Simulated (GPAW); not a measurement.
A computed C K-edge spectrum of one site in a crystal of C, Sc and Sn, with its zero at a photon energy of about 278.5 eV (raw 285.1 eV, less 6.7 eV of added terms; LDA puts this hole about 3 eV below PBE, itself good to a few eV). Method: GPAW, LDA, excited-electron core hole (neutral cell) in a small cell, dipole transitions, broadening that rises with energy.

Energy from the lowest empty level; intensity scaled to a mean of 1 over the first 20 eV:

| E (eV) | intensity |
| --- | --- |
| -2.00 | 0.00 |
| -1.25 | 0.00 |
| -0.50 | 0.05 |
| 0.25 | 0.74 |
| 1.00 | 1.34 |
| 1.75 | 0.59 |
| 2.50 | 0.84 |
| 3.25 | 2.34 |
| 4.00 | 2.09 |
| 4.75 | 1.25 |
| 5.50 | 1.04 |
| 6.25 | 1.17 |
| 7.00 | 1.62 |
| 7.75 | 1.58 |
| 8.50 | 1.21 |
| 9.25 | 1.01 |
| 10.00 | 1.01 |
| 10.75 | 1.10 |
| 11.50 | 1.04 |
| 12.25 | 0.83 |
| 13.00 | 0.55 |
| 13.75 | 0.37 |
| 14.50 | 0.36 |
| 15.25 | 0.50 |
| 16.00 | 0.66 |
| 16.75 | 0.75 |
| 17.50 | 0.72 |
| 18.25 | 0.68 |
| 19.00 | 0.69 |
| 19.75 | 0.74 |
| 20.50 | 0.76 |
| 21.25 | 0.74 |
| 22.00 | 0.70 |
| 22.75 | 0.69 |
| 23.50 | 0.70 |
| 24.25 | 0.72 |
| 25.00 | 0.72 |
| 25.75 | 0.71 |
| 26.50 | 0.67 |
| 27.25 | 0.63 |
| 28.00 | 0.60 |
| 28.75 | 0.59 |
| 29.50 | 0.59 |
| 30.25 | 0.61 |
| 31.00 | 0.62 |
| 31.75 | 0.63 |

Question: What surroundings does the absorber have?

A K edge sees empty p states; the first features are C p mixed into the empty d states of the Sc neighbours, and the broad ones above probably into the cations' higher empty bands. It is atom 5 of Sc3SnC (Pm-3m), with 6 Sc at 2.27 Å (octahedral, site symmetry m-3m). Its main maxima below 24 eV lie at 0.8 eV (1.40), 3.5 eV (2.50), 7.3 eV (1.68), 10.9 eV (1.10), 16.9 eV (0.75) and 20.4 eV (0.76). A near-edge spectrum doesn't fix the structure by itself; it is matched against candidates. The holes are only 6.4 Å apart, so the shape is probably not converged with cell size; no larger cell was run here. The structure is a computed Materials Project entry and may be a hypothetical form.

[Hosts, paths, dates, database ids (printed as entryN), source tags and the programs' standing remarks are cut or masked in the printed files.]

[Lists of maxima count a maximum above −3 eV only where it reaches 4 % of the highest in the window and stands out from its surroundings by 2 % of it (1.5 % where it reaches 55 %); shoulders and weaker maxima are passed over, and of the rest the first, up to two pre-edge ones and the few strongest are named.]
